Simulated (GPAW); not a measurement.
**Optical response of GaP**

Wanted: where GaP starts to absorb, how strongly, and its refractive index.

Method: DFT, LDA, plane-wave PAW (GPAW data sets), scalar-relativistic, RPA, optical limit, in GPAW 26.7.0.

Report form: the programs' logs are mostly left out.

## Step 1: Set-up

It takes space group F-43m (No. 216, cubic). The conventional cell has a = 5.451 Å, b = 5.451 Å, c = 5.451 Å, α = 90.00°, β = 90.00°, γ = 90.00°. Nearest to Ga lie 4 P at 2.36 Å. P has 4 Ga at 2.36 Å nearest. Farther neighbours are not listed.

Structure file:

```
Ga P
1.0
     0.00000    2.72525    2.72525
     2.72525    0.00000    2.72525
     2.72525    2.72525    0.00000
Ga P
1 1
Direct
  0.00000 0.00000 0.00000
  0.75000 0.75000 0.75000
```

## Step 2: Ground state

First the ground state: is it a metal or has it a gap?

This step: DFT, LDA, plane-wave PAW (GPAW data sets), scalar-relativistic, ground state (GPAW 26.7.0).

File gs.py:

```python
from ase import Atoms
from ase.dft.bandgap import bandgap
from gpaw import GPAW, PW, FermiDirac

atoms = Atoms(['Ga', 'P'],
              cell=[[0.000000000000, 2.725250000000, 2.725250000000],
                    [2.725250000000, 0.000000000000, 2.725250000000],
                    [2.725250000000, 2.725250000000, 0.000000000000]],
              scaled_positions=[[0.000000000000, 0.000000000000, 0.000000000000],
                                [0.750000000000, 0.750000000000, 0.750000000000]],
              pbc=[True, True, True])
atoms.calc = GPAW(mode=PW(500), xc='LDA', kpts={'size': (7, 7, 7), 'gamma': True},
                  occupations=FermiDirac(0.05), maxiter=150, txt='gs.txt')
print('energy (eV)', atoms.get_potential_energy())
print('Fermi level (eV)', atoms.calc.get_fermi_level())
print('valence electrons', atoms.calc.get_number_of_electrons())
print('gap (eV)', bandgap(atoms.calc, output=None)[0])
print('direct gap (eV)', bandgap(atoms.calc, direct=True, output=None)[0])
atoms.calc.write('gs.gpw')
```

Launch:

```bash
> OMP_NUM_THREADS=1 python gs.py
```

It took 3.5 s on 1 thread of Arm Neoverse V1, shared host; peak memory 0.13 GiB.

This step gave:

| Property | Result |
| --- | --- |
| energy | -10.36 eV |
| Fermi energy | 5.424 eV |
| gap on the k-mesh | 1.461 eV |
| direct gap on the mesh | 1.686 eV |
| electrons | 8 |

There is a gap, 1.46 eV on this mesh (points off the mesh can give less), so no carriers' term is needed.

## Step 3: Bands for the response

The response needs many more empty bands than the density does.

This step: DFT, LDA, plane-wave PAW (GPAW data sets), scalar-relativistic, bands at fixed density (GPAW 26.7.0).

File nscf.py:

```python
from ase.dft.bandgap import bandgap
from gpaw import GPAW, FermiDirac

calc = GPAW('gs.gpw').fixed_density(kpts={'size': (11, 11, 11), 'gamma': True}, nbands=31, convergence={'bands': 25},
                                    occupations=FermiDirac(0.001), txt='nscf.txt')
print('gap (eV)', bandgap(calc, output=None)[0])
print('direct gap (eV)', bandgap(calc, direct=True, output=None)[0])
print('top band over the Fermi level (eV)', min(calc.get_eigenvalues(kpt=k)[24] for k in range(len(calc.get_ibz_k_points()))) - calc.get_fermi_level())
calc.write('full.gpw', mode='all')
```

Launch:

```bash
> OMP_NUM_THREADS=1 python nscf.py
```

Elapsed: 23 s, on 1 thread; peak memory 0.17 GiB.

Read-outs, printed or worked out from the files:

```
gap on the k-mesh : 1.472 eV
```

## Step 4: Dielectric function, RPA

Local fields let the induced charge screen the field inside the cell, which as a rule lowers ε, most along directions where the density is uneven.

This step: DFT, LDA, plane-wave PAW (GPAW data sets), scalar-relativistic, RPA, optical limit (GPAW 26.7.0).

File df.py:

```python
from gpaw.response.df import DielectricFunction

df = DielectricFunction('full.gpw', frequencies={'type': 'nonlinear', 'domega0': 0.03, 'omega2': 8},
                        ecut=50,
                        eta=0.15,
                        nbands=25,
                        txt='df.txt')
for direction in ['x']:
    df.get_dielectric_function(xc='RPA', direction=direction, filename=f'df_{direction}.csv')
```

Launch:

```bash
> OMP_NUM_THREADS=1 python df.py
```

Elapsed: 4.1 s, on 1 thread; peak memory 0.21 GiB.

Numbers from this step:

* electronic dielectric constant ε∞, mean over x, y and z (by symmetry where fewer were run): 10.43
* main peak of Im epsilon, first axis: 4.348 eV

The Im ε, E ∥ x has structure finer than the step of the table below, so its rows give means over 0.5 eV, whole bins alone (the curve runs from 0 to 14.0 eV). Peaks (eV: height): 2.70: 11.6, 4.33: 27.6, 5.22: 17.2.

Values under the direct gap are tails of Lorentzian lines. Im ε, E ∥ x against photon energy; means over each step:

```
photon energy (eV)  Im ε, E ∥ x
               0.5        0.108
               1.0        0.274
               1.5        0.942
               2.0         1.69
               2.5         7.07
               3.0         9.18
               3.5         11.4
               4.0         16.5
               4.5         19.0
               5.0         13.3
               5.5         12.3
               6.0         7.19
               6.5         5.36
               7.0         4.85
               7.5         3.63
               8.0         2.70
               8.5         2.31
               9.0         1.88
               9.5         2.02
              10.0         1.49
              10.5         1.42
              11.0         1.12
              11.5        0.899
              12.0        0.833
              12.5        0.650
              13.0        0.606
              13.5        0.520
```

The Re ε, E ∥ x by photon energy:

```
photon energy (eV)  Re ε, E ∥ x
               0.0         10.4
               0.5         10.6
               1.0         11.2
               1.5         12.5
               2.0         14.0
               2.5         16.9
               3.0         12.9
               3.5         13.0
               4.0         13.7
               4.5        -7.04
               5.0         2.17
               5.5        -6.19
               6.0        -6.24
               6.5        -3.63
               7.0        -3.35
               7.5        -3.58
               8.0        -2.66
               8.5        -2.44
               9.0        -1.85
               9.5        -1.73
              10.0        -1.74
              10.5        -1.32
              11.0        -1.52
              11.5       -0.991
              12.0       -0.930
              12.5       -0.780
              13.0       -0.662
              13.5       -0.482
```

The reflectivity at normal incidence, E ∥ x has structure finer than the step of the table below, so its rows give means over 0.25 eV, whole bins alone (the curve runs from 0 to 14.0 eV). Peaks (eV: height): 2.663: 41.6, 4.470: 61.3, 5.969: 62.1, 7.729: 57.4, 9.957: 52.2, 11.103: 56.3, 12.423: 52.4.

Reflectivity at normal incidence, E ∥ x against photon energy; means over each step:

```
photon energy (eV)  reflectivity at normal incidence, E ∥ x (%)
              0.25                                         27.9
              0.50                                         28.1
              0.75                                         28.5
              1.00                                         29.1
              1.25                                         30.0
              1.50                                         31.3
              1.75                                         31.8
              2.00                                         33.6
              2.25                                         36.7
              2.50                                         39.2
              2.75                                         39.5
              3.00                                         36.9
              3.25                                         38.5
              3.50                                         40.2
              3.75                                         41.5
              4.00                                         44.3
              4.25                                         53.1
              4.50                                         59.5
              4.75                                         46.3
              5.00                                         43.9
              5.25                                         53.9
              5.50                                         57.8
              5.75                                         57.3
              6.00                                         61.1
              6.25                                         55.2
              6.50                                         51.6
              6.75                                         51.1
              7.00                                         51.0
              7.25                                         53.6
              7.50                                         56.2
              7.75                                         56.7
              8.00                                         52.7
              8.25                                         51.6
              8.50                                         52.9
              8.75                                         52.0
              9.00                                         49.6
              9.25                                         43.7
              9.50                                         45.1
              9.75                                         49.6
             10.00                                         51.9
             10.25                                         48.2
             10.50                                         44.7
             10.75                                         46.1
             11.00                                         54.8
             11.25                                         53.7
             11.50                                         47.5
             11.75                                         47.5
             12.00                                         47.4
             12.25                                         49.3
             12.50                                         50.4
             12.75                                         44.9
             13.00                                         46.7
             13.25                                         46.3
             13.50                                         44.0
             13.75                                         42.1
```

Values under the direct gap are tails of Lorentzian lines. Table of loss function −Im 1/ε at q → 0, E ∥ x by energy loss; read off at these points:

```
energy loss (eV)  loss function −Im 1/ε at q → 0, E ∥ x
             0.0                                      0
             0.5                                 9.5e-4
             1.0                                0.00211
             1.5                                0.00535
             2.0                                0.00711
             2.5                                 0.0189
             3.0                                 0.0348
             3.5                                 0.0379
             4.0                                 0.0365
             4.5                                 0.0463
             5.0                                 0.0768
             5.5                                 0.0669
             6.0                                 0.0801
             6.5                                  0.128
             7.0                                  0.141
             7.5                                  0.140
             8.0                                  0.188
             8.5                                  0.205
             9.0                                  0.270
             9.5                                  0.283
            10.0                                  0.283
            10.5                                  0.378
            11.0                                  0.309
            11.5                                  0.503
            12.0                                  0.535
            12.5                                  0.619
            13.0                                  0.751
            13.5                                   1.04
```

Refractive index n and extinction k against photon energy:

```
photon energy (eV)      n       k
               0.0   3.23       0
               0.5   3.26  0.0163
               1.0   3.34  0.0394
               1.5   3.54   0.119
               2.0   3.74   0.187
               2.5   4.18   0.733
               3.0   3.75    1.08
               3.5   3.89    1.45
               4.0   4.11    1.79
               4.5   2.57    3.70
               5.0   2.74    2.31
               5.5   1.87    3.11
               6.0   1.20    2.77
               6.5   1.20    2.25
               7.0   1.10    2.13
               7.5  0.862    2.08
               8.0  0.733    1.79
               8.5  0.661    1.70
               9.0  0.599    1.49
               9.5  0.712    1.50
              10.0  0.512    1.41
              10.5  0.562    1.28
              11.0  0.410    1.30
              11.5  0.425    1.08
              12.0  0.403    1.05
              12.5  0.317   0.938
              13.0  0.338   0.881
              13.5  0.328   0.768
```

From ε follow the optical constants at some laser and lamp lines:

```
wavelength (nm)     n      k  R (%)     1/α
           1064  3.39  0.052   29.7  1.6 µm
            800  3.56  0.144   31.6  442 nm
            633  3.70  0.178   33.1  282 nm
            532  4.11  0.533   37.7   79 nm
            450  3.83  1.462   39.8   25 nm
            248  2.74  2.309   43.3  8.5 nm
            193  1.20  2.272   52.0  6.8 nm
```

Below the direct gap, k and the depth come from the tails of the Lorentzian lines, not from transitions.

Rows near the edge hang on the gap, which this functional as a rule makes too small, and phonon-assisted absorption is left out.

## Step 5: Outcome

- electronic dielectric constant ε∞, mean over x, y and z (by symmetry where fewer were run) (RPA): 10.4
- main peak of Im epsilon, first axis: 4.35 eV

At this level (LDA, RPA) GaP has ε∞ = 10.4 and n = 3.30 at 1550 nm, and Im ε peaks at 4.3 eV. On the mesh the gap is 1.47 eV and the least direct gap 1.69 eV, so on this mesh the band edges lie at different points. Local fields change the static value along x from 11.39 to 10.43 (-8 %). Distinct maxima of Im ε, read by a parabola through the highest points, lie at 2.71 eV (12), 4.35 eV (28) and 5.21 eV (17). Excitons and phonon-assisted transitions are missing; LDA gaps are as a rule too small, which pulls the onset down and ε∞ up. The sum runs over mesh points, so small or evenly spaced maxima can still be ripples of the mesh.

[Machine, clock and banner lines and Python warnings are left out of the logs.]

[Logs are printed without paths, hosts, clocks, repeated set-up lines and the standing remarks that a program may print on its own settings, such as how far it seeks lower states.]

[Hosts, paths, dates, database ids (printed as entryN), source tags and the programs' standing remarks are cut or masked in the printed files.]
